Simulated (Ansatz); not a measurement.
# ZrH2 (Fm-3m): from the cell to its phonons, part 2 of 2

How does ZrH2 (Fm-3m) vibrate, and is this structure a minimum?

Ansatz 0.2.0; DFT PBEsol, scalar-relativistic, plane waves, norm-conserving pseudopotentials.

So far. Step 3 (Tight relaxation): The forces vanish by symmetry and the pressure is 0.005 GPa, within the tolerances set. The cell now holds 9.01 Å³/atom. The relaxed cell has a = 4.764 Å (conventional setting).

## Step 4: Response at finite wavevector

Stability and thermal properties need the whole zone. Linear response on a 4×4×4 q mesh gives force constants as far as a supercell of that size would.

input.yaml

```yaml
crystal:
  lattice:
    - [0.0, 2.3817559003, 2.3817559003]
    - [2.3817559003, 0.0, 2.3817559003]
    - [2.3817559003, 2.3817559003, 0.0]
  atoms:
    - { symbol: Zr, position: [0.0, 0.0, 0.0] }
    - { symbol: H, position: [0.75, 0.75, 0.75] }
    - { symbol: H, position: [0.25, 0.25, 0.25] }
kpoints:
  mp_grid: { grid: [16, 16, 16] }
hamiltonian:
  xc: pbesol
  pseudopotentials: { kind: nc }
scf:
  occupations: { method: methfessel_paxton, width: 0.15 }
output:
  eigenvalues: true
phonons:
  method: dfpt
  qmesh: [4, 4, 4]
  temperatures: { t_max: 1000, t_step: 50 }
  qpath:
    path:
      - [[0.0, 0.0, 0.0], [0.5, 0.0, 0.5], [0.625, 0.25, 0.625]]
      - [[0.375, 0.375, 0.75], [0.0, 0.0, 0.0], [0.5, 0.5, 0.5], [0.5, 0.25, 0.75], [0.5, 0.0, 0.5]]
    npoints: 10
```

Command:

```console
ansatz run input.yaml --threads 4 --pin off --max-ram 7168MiB --backend cpu --events-out ev --progress --plain --runs-dir out
```

Numbers of over 12 decimals in the logs are rounded to 6 here.

Log:

```text
Warning: phonons: the dynamical matrix that this run interpolates holds no multipole term above the dipole-dipole one, and a site of this crystal is no centre of inversion, so its interpolated transverse optical and acoustic branches and sound speeds can stay off near Gamma, and the density of states and the thermodynamics with them. What a run solves at a wave vector of phonons.qpoints, Gamma apart, where the deck admits one, is free of this, and under fd what a larger phonons.supercell samples
[...]
Crystal: 3 atoms, lattice volume = 27.022 Å³
Basis set: ecut = 979.609905 eV, 1893 PW (Γ), exchange–correlation on 72×72×72 points (8 copies of the dense FFT grid, shifted against one another)
Bands: 11, of which v1, the nominal top of the filled ones, is band 7 counted from 1 (6 counted from 0)
Symmetry: 48 space group operations
k-points: 145 of 4096
[...]
SCF iter   1: F=—  HF=-1410.594876 eV  |F-HF|=—  |Δ(HF+E_count)|=         —  Δρ=7.51e-2  dr2=1.46e0  ethr=3.10e-3  ⟨swp⟩=6.0  Hψ=10408  notcnv=0
[...]
SCF iter   8: F=-1410.014170 eV  HF=-1410.014170 eV  |F-HF|=4.55e-13  |Δ(HF+E_count)|=  7.50e-11  S|Δr|=    0.00e0  Δρ=1.54e-7  dr2=1.14e-12  ethr=1.00e-12  ⟨swp⟩=8.4  Hψ=10073  notcnv=0
SCF 1 converged in 8 iterations: F = -1410.014170 eV  dr2 = 1.14e-12
[...]
SCF iter   1: F=—  HF=-1410.014171 eV  |F-HF|=—  |Δ(HF+E_count)|=         —  Δρ=2.34e-7  dr2=8.41e-12  ethr=5.85e-8  ⟨swp⟩=4.7  Hψ=16630  notcnv=0
eigensolver tolerance schedule: the retry pair's looser diagonalisation over-reported the residual by 973498.77 of it (diagonalisation noise at an unbounded share of the residual, at the tolerance the schedule requests for it); recorded, not acted on — ethr = c·dr2/N_el stays at c = 1.0e-1
[...]
SCF iter   2: F=—  HF=-1410.014170 eV  |F-HF|=—  |Δ(HF+E_count)|=   5.65e-7  S|Δr|=    0.00e0  Δρ=1.36e-7  dr2=3.64e-12  ethr=1.00e-12  ⟨swp⟩=8.3  Hψ=8560  notcnv=0
SCF iter   3: F=-1410.014170 eV  HF=-1410.014170 eV  |F-HF|=2.27e-13  |Δ(HF+E_count)|=  4.55e-13  S|Δr|=    0.00e0  Δρ=8.65e-8  dr2=1.05e-12  ethr=1.00e-12  ⟨swp⟩=1.0  Hψ=3788  notcnv=0
SCF 2 converged in 3 iterations: F = -1410.014170 eV  dr2 = 1.05e-12
phonons: the bands overlap, so this run is a metal and interpolates without the dipole-dipole term. If the crystal is really an insulator or semiconductor, its LO-TO splitting is missing
NSCF: frozen V_eff on 145 k-points
WARN: eigensolver did not converge in 12 slots of this pass, the one above among them; of largest residual over every band (k=64): 1 band(s) unlocked (lowest unlocked band 10, counted from 0; max residual 1.46e-2 eV among the unlocked bands, 1.46e-2 eV over every band); of lowest unlocked band (k=30): band 10
[...]
DFPT response loops at q = (0, 0, 0) (fractional): preconditioner auto → Kerker (q_TF=auto, 2.445 Å⁻¹) (partly filled bands, converged f_vac=0.000); β = 1.00, the filter's whole step (`scf.mixing.beta` (0.50) is not read by the response loops under this deck's `scf.mixing.preconditioner`; to damp them name `kerker` or `kerker_dos`, under which they read `scf.mixing.beta`, and type it under 1.00, their step now; both keys bind the ground state too); Broyden in place of MSR1
[...]
phonons.qmesh, q = [0.0000, 0.2500, -0.5000]: its response loops start from zero, take more passes and end by a threshold: the memory limit or budget leaves too little room for the subspace of the ground state's own states beside the solves, or none could be made (phonons.method)
[...]
SCF converged after 8 iterations
[...]
Free energy (F): -1410.014170 eV
[...]
Internal energy: -1410.012470 eV  (E = F + TS)
E sigma→0 (E₀):  -1410.013745 eV
Entropy (-TS):   -0.001700 eV (-0.567 meV/atom)
Fermi energy:    13.179639 eV
[...]
--- Band table (eV; the first three rows and the last of 145) ---
  k-point 0: bands = [... 3 lower, -13.6809, 3.4394, 11.9253, 12.8316, 12.8316, 12.8316, 15.5269, 15.5269]
  k-point 1: bands = [... 3 lower, -13.6844, 3.5412, 11.1373, 12.8856, 12.8856, 13.7449, 15.4725, 15.4725]
  k-point 2: bands = [... 3 lower, -13.6944, 3.8330, 10.1744, 13.0266, 13.0266, 15.0663, 15.3530, 15.3530]
  k-point 144: bands = [... 3 lower, -13.9311, 7.5040, 7.5040, 10.8502, 14.2805, 17.2055, 18.6382, 18.6382]
--- Phonons (Γ-DFPT): 2 representative perturbations + reference (Σ response iterations 6) ---
  ASR residual: 2.042e-4 → 0.000e0 eV/Å²; symmetrization residual: 6.934e-7 eV/Å²
  ASR residual per site (eV/Å²): 2.04e-4 2.16e-6 2.16e-6
  Γ frequencies (cm⁻¹): 0.00 0.00 0.00 1083.02 1083.02 1083.02 1228.79 1228.79 1228.79
--- Phonons (arbitrary-q DFPT): 8 irreducible q on the 4×4×4 mesh ---
  q = [0.0000, 0.0000, 0.0000] (star 1, of the zone-centre solve; hermiticity 1.63e-7, symmetrization 3.13e-15): -0.00 -0.00 0.00 1083.02 1083.02 1083.02 1228.79 1228.79 1228.79
  q = [0.0000, 0.0000, 0.2500] (star 8, 2 solved perturbations on 2176 of 4096 k-point pairs; hermiticity 4.73e-8, symmetrization 3.32e-14, the responses' own estimated error 7.8e-6 eV/Å²): 60.16 60.16 162.23 1095.02 1095.02 1166.60 1221.69 1234.28 1234.28
[...]
q = [0.0000, 0.2500, 0.2500] (star 6, 4 solved perturbations in 3616 linear systems a pass and spin channel, the states on 1160 of 4096 k-point pairs; hermiticity 4.45e-8, symmetrization 3.56e-14, the responses' own estimated error 8.0e-6 eV/Å²): 83.10 83.10 174.69 1104.64 1104.64 1173.86 1210.70 1250.30 1250.30
[...]
sum rule: each row above includes the acoustic sum rule's correction from the zone centre's row sums; it moved no ω² by more than (0.78 cm⁻¹)²
  mesh force constants: q→R imaginary residual 1.62e-18; ASR residual 2.042e-4 → 0.000e0 eV/Å²; symmetrization residual 1.599e-14 eV/Å²
  interpolated dispersion: 62 rows × 9 modes
  density of states and harmonic sums: on the 24×24×24 q-mesh, interpolated from the force constants of a 4×4×4 supercell (no non-analytic term)
  largest difference from the sums on the solved wave vectors: F 1.03e-2 eV, S 1.22e-5 and C_V 2.09e-6 eV/K
  zero-point energy: 0.471650 eV/cell   skipped modes (ω ≤ 0): 22, of them read as no rigid motion or as one in doubt: 19 (2.402e-2 modes/cell left out, lowest -17.95 cm⁻¹)   left out of the sums: 2.69e-3 of the cell's modes: C_V's classical limit lies that fraction below 3 k_B per atom; for a crystal, a wire or a layer, F and S can be off by more, and a phonons.interpolated_qmesh denser along its periods is the remedy for the sampling
```

It took 30 min on 4 threads of Arm Neoverse N1, shared host; peak memory 5.7 GiB.

The column dr2 measures how far the density is from self-consistency, as an energy; F and HF (Harris–Foulkes) agree once it is small.

Numbers from this step:

```
sum-rule residual before enforcement                    : 2.04e-4 eV/Å²
lowest frequency on the path                            : -17.35 cm⁻¹
point group                                             : m-3m
highest frequency on the path or at a solved wavevector : 1299 cm⁻¹
highest optical mode at the zone centre (no LO-TO term) : 1229 cm⁻¹
lowest optical zone-centre mode                         : 1083 cm⁻¹
lowest mode on the q mesh (acoustic modes at Γ apart)   : 60.16 cm⁻¹
```

Frequencies (cm⁻¹) solved at each irreducible wavevector; negative means imaginary. Frequencies by wavevector, by row:

| q in reciprocal lattice units | star | mode 1 | mode 2 | mode 3 | mode 4 | mode 5 | mode 6 | mode 7 | mode 8 | mode 9 |
| --- | --- | --- | --- | --- | --- | --- | --- | --- | --- | --- |
| 0 0 0 | 1 | 0 | 0 | 0 | 1083 | 1083 | 1083 | 1229 | 1229 | 1229 |
| 0 0 0.25 | 8 | 60.2 | 60.2 | 162.2 | 1095 | 1095 | 1167 | 1222 | 1234 | 1234 |
| 0 0 -0.5 | 4 | 129.2 | 129.2 | 254 | 1123 | 1123 | 1179 | 1238 | 1238 | 1239 |
| 0 0.25 0.25 | 6 | 83.1 | 83.1 | 174.7 | 1105 | 1105 | 1174 | 1211 | 1250 | 1250 |
| 0 0.25 -0.5 | 24 | 147.6 | 155.5 | 233.8 | 1143 | 1149 | 1157 | 1217 | 1227 | 1274 |
| 0 0.25 -0.25 | 12 | 98.4 | 160.3 | 211.2 | 1128 | 1134 | 1174 | 1222 | 1223 | 1256 |
| 0 -0.5 -0.5 | 3 | 165.1 | 165.1 | 258.2 | 1131 | 1196 | 1196 | 1202 | 1202 | 1272 |
| 0.25 -0.5 -0.25 | 6 | 152.8 | 211.3 | 211.3 | 1122 | 1169 | 1192 | 1205 | 1205 | 1299 |

Interpolated from a 4×4×4 q mesh. Phonon branches along the path, in cm⁻¹:

| point | branch 1 | branch 2 | branch 3 | branch 4 | branch 5 | branch 6 | branch 7 | branch 8 | branch 9 |
| --- | --- | --- | --- | --- | --- | --- | --- | --- | --- |
| Γ | 0 | 0 | 0 | 1083 | 1083 | 1083 | 1229 | 1229 | 1229 |
| halfway | 83 | 83 | 175 | 1105 | 1105 | 1174 | 1211 | 1250 | 1250 |
| X | 165 | 165 | 258 | 1131 | 1196 | 1196 | 1202 | 1202 | 1272 |
| halfway | 165 | 170 | 251 | 1129 | 1189 | 1193 | 1198 | 1206 | 1283 |
| U | 158 | 186 | 231 | 1131 | 1172 | 1182 | 1192 | 1213 | 1296 |
| jump to K | 158 | 186 | 231 | 1131 | 1172 | 1182 | 1192 | 1213 | 1296 |
| halfway | 53 | 109 | 185 | 1105 | 1115 | 1199 | 1202 | 1222 | 1245 |
| Γ | 0 | 0 | 0 | 1083 | 1083 | 1083 | 1229 | 1229 | 1229 |
| halfway | 60 | 60 | 162 | 1095 | 1095 | 1167 | 1222 | 1234 | 1234 |
| L | 129 | 129 | 254 | 1123 | 1123 | 1179 | 1238 | 1238 | 1239 |
| halfway | 139 | 169 | 233 | 1147 | 1150 | 1154 | 1213 | 1224 | 1276 |
| W | 153 | 211 | 211 | 1122 | 1169 | 1192 | 1205 | 1205 | 1299 |
| halfway | 160 | 179 | 244 | 1126 | 1180 | 1197 | 1199 | 1205 | 1288 |
| X | 165 | 165 | 258 | 1131 | 1196 | 1196 | 1202 | 1202 | 1272 |

The phonon branches as a text plot (rows in cm⁻¹):

```
   1271 |    ****************** **                 **************
   1216 |****  **************************************************
   1162 |   *********  ********* ***       ********************
   1107 |********   *******  ************************   *********
   1052 |
    997 |
    942 |
    887 |
    833 |
    778 |
    723 |
    668 |
    613 |
    558 |
    504 |
    449 |
    394 |
    339 |
    284 |            **                                         *
    229 |       *****  *********              ******************
    175 |      *  ************* **          **       ************
    120 |   *** **         ****** **      **  ***********
     65 | ** ***               *******   * ***
     10 |****                    **********
         Γ           X  U|K            Γ         L        W     X
```

Tetrahedra on a 24×24×24 mesh, mean over bins of 20 cm-1. Interpolated from a 4×4×4 q mesh. The phonon density of states by wavenumber; read off at these points:

wavenumber (cm⁻¹), phonon density of states (1/cm⁻¹/cell) and a bar:
```
      -10     0.0011 #
       30     0.0028 #
       70     0.0057 ###
       90     0.0080 ####
      130     0.0217 ###########
      150     0.0253 #############
      170     0.0153 ########
      210     0.0121 ######
      230     0.0227 ############
      270     0.0000 
      310     0.0000 
      350     0.0000 
      390     0.0000 
      410     0.0000 
      450     0.0000 
      490     0.0000 
      530     0.0000 
      570     0.0000 
      590     0.0000 
      630     0.0000 
      670     0.0000 
      710     0.0000 
      730     0.0000 
      770     0.0000 
      810     0.0000 
      850     0.0000 
      890     0.0000 
      910     0.0000 
      950     0.0000 
      990     0.0000 
     1030     0.0000 
     1070     0.0000 
     1090     0.0103 #####
     1130     0.0406 #####################
     1170     0.0357 ##################
     1210     0.0375 ###################
     1230     0.0579 ##############################
     1270     0.0118 ######
     1310     0.0000
```

The partial phonon density of states has structure finer than the step of the table below, so its rows give means over 50 cm⁻¹, whole bins alone (the curve runs from -27.9 to 1347 cm⁻¹). Peaks (cm⁻¹: height): H 1139.6: 0.0385, 1226.1: 0.0540; Zr 145.1: 0.0243, 231.6: 0.0195.

Phonopy on the run's constants, 21x21x21 mesh, Gaussian sigma 9.8 cm-1. Interpolated from a 4×4×4 q mesh. The partial phonon density of states by wavenumber; means over each step; values in 1/cm⁻¹/cell:

| wavenumber (cm⁻¹) | H | Zr |
| --- | --- | --- |
| 0 | 2.3e-5 | 0.00124 |
| 50 | 7.2e-5 | 0.00415 |
| 100 | 1.4e-4 | 0.0107 |
| 150 | 1.9e-4 | 0.0207 |
| 200 | 6.4e-5 | 0.0137 |
| 250 | 1.8e-5 | 0.00893 |
| 300 | 0 | 1.4e-5 |
| 350 | 0 | 0 |
| 400 | 0 | 0 |
| 450 | 0 | 0 |
| 500 | 0 | 0 |
| 550 | 0 | 0 |
| 600 | 0 | 0 |
| 650 | 0 | 0 |
| 700 | 0 | 0 |
| 750 | 0 | 0 |
| 800 | 0 | 0 |
| 850 | 0 | 0 |
| 900 | 0 | 0 |
| 950 | 0 | 0 |
| 1000 | 0 | 0 |
| 1050 | 3.6e-4 | 5.8e-6 |
| 1100 | 0.0151 | 1.9e-4 |
| 1150 | 0.0355 | 2.2e-4 |
| 1200 | 0.0317 | 6.8e-5 |
| 1250 | 0.0302 | 2.1e-5 |
| 1300 | 0.00663 | 3.2e-6 |

Symmetry leaves 8 wavevectors to solve. The lowest mode among them, the acoustic zeros apart, lies at q = (0, 0, 0.25) and is real, 60.2 cm⁻¹. Between them the interpolated path dips to 17i cm⁻¹.

## Step 5: Another isotope, element H, natural mass 1.008 amu

An isotope changes the mass and not the force constants, so no new electronic calculation is needed; the shifts show which modes move this element.

The same force constants with the mass of H changed from 1.008 to 2.014 u (phonopy, no LO-TO term). Both lists are sorted by frequency; levels can cross, so a row need not hold one and the same mode. Modes under 3 cm⁻¹ are left out. Isotope shifts, by row:

| q | rank | natural mass (cm⁻¹) | changed mass (cm⁻¹) |
| --- | --- | --- | --- |
| 0 0 0 | 4 | 1083 | 774.4 |
| 0 0 0 | 5 | 1083 | 774.4 |
| 0 0 0 | 6 | 1083 | 774.4 |
| 0 0 0 | 7 | 1229 | 869.3 |
| 0 0 0 | 8 | 1229 | 869.3 |
| 0 0 0 | 9 | 1229 | 869.3 |
| 0 0 0.25 | 1 | 60.16 | 59.64 |
| 0 0 0.25 | 2 | 60.16 | 59.64 |
| 0 0 0.25 | 3 | 162.2 | 161.5 |
| 0 0 0.25 | 4 | 1095 | 781.2 |
| 0 0 0.25 | 5 | 1095 | 781.2 |
| 0 0 0.25 | 6 | 1167 | 828.6 |
| 0 0 0.25 | 7 | 1222 | 864.7 |
| 0 0 0.25 | 8 | 1234 | 873.3 |
| 0 0 0.25 | 9 | 1234 | 873.3 |
| 0 0 -0.5 | 1 | 129.2 | 128.5 |
| 0 0 -0.5 | 2 | 129.2 | 128.5 |
| 0 0 -0.5 | 3 | 254 | 253.9 |
| 0 0 -0.5 | 4 | 1123 | 798.7 |
| 0 0 -0.5 | 5 | 1123 | 798.7 |
| 0 0 -0.5 | 6 | 1179 | 834.3 |
| 0 0 -0.5 | 7 | 1238 | 875.9 |
| 0 0 -0.5 | 8 | 1238 | 875.9 |
| 0 0 -0.5 | 9 | 1239 | 876.7 |
| 0 0.25 0.25 | 1 | 83.1 | 82.55 |
| 0 0.25 0.25 | 2 | 83.1 | 82.55 |
| 0 0.25 0.25 | 3 | 174.7 | 173.9 |
| 0 0.25 0.25 | 4 | 1105 | 786.7 |
| 0 0.25 0.25 | 5 | 1105 | 786.7 |
| 0 0.25 0.25 | 6 | 1174 | 830.4 |
| 0 0.25 0.25 | 7 | 1211 | 860.2 |
| 0 0.25 0.25 | 8 | 1250 | 884.5 |
| 0 0.25 0.25 | 9 | 1250 | 884.5 |

A mode of this element alone would shift by -29.26 %. The highest zone-centre frequency without the field goes from 1228.8 to 869.3 cm⁻¹ (-29.3 %). The product of the frequency ratios over all optical modes at Γ is 0.129; the product rule, (m/m′)^(3k/2) (M′/M)^(3/2) with k = 2 such atoms and M the mass of the cell, gives 0.129.

## Step 6: Isotope substitution, element Zr, natural mass 91.222 amu

The same for Zr, from 91.22 to 95.91 u.

A mode of this element alone would shift by -2.47 %. The highest zone-centre frequency without the field goes from 1228.8 to 1228.8 cm⁻¹ (+0.0 %). The product of the frequency ratios over all optical modes at Γ is 0.998; the product rule, (m/m′)^(3k/2) (M′/M)^(3/2) with k = 1 such atoms and M the mass of the cell, gives 0.998.

## Step 7: What came out

```json
{
  "space group after relaxation (within 0.01 Å)": "Fm-3m",
  "volume per atom": "9.01 Å³",
  "electronic character": "no gap on this mesh",
  "highest optical mode at the zone centre (no LO-TO term)": "1229 cm⁻¹",
  "lowest optical zone-centre mode": "1083 cm⁻¹",
  "lowest mode on the q mesh (acoustic modes at Γ apart)": "60.2 cm⁻¹",
  "highest frequency on the path or at a solved wavevector": "1299 cm⁻¹",
  "imaginary modes on the 4×4×4 q mesh": "none"
}
```

What this shows: No mode is imaginary at the 8 irreducible wavevectors solved, but between them the interpolated path dips to 17.3i cm⁻¹, so stability is not settled. The optical modes at Γ span 1083 to 1229 cm⁻¹. The interpolated path dips to 17i cm⁻¹ between the solved wavevectors, which may come from the interpolation; a denser q mesh would tell. With no gap, or one that is small against the smearing, the frequencies hang on the k mesh and the smearing, most of all near Kohn anomalies. A phonon run warned that its eigensolver left some bands unconverged in a pass. These are harmonic frequencies at zero temperature: anharmonic shifts, linewidths and thermal expansion are left out.

[Logs are printed without paths, hosts, clocks, repeated set-up lines and the standing remarks that a program may print on its own settings, such as how far it seeks lower states.]

[Hosts, paths, dates, database ids (printed as entryN), source tags and the programs' standing remarks are cut or masked in the printed files.]
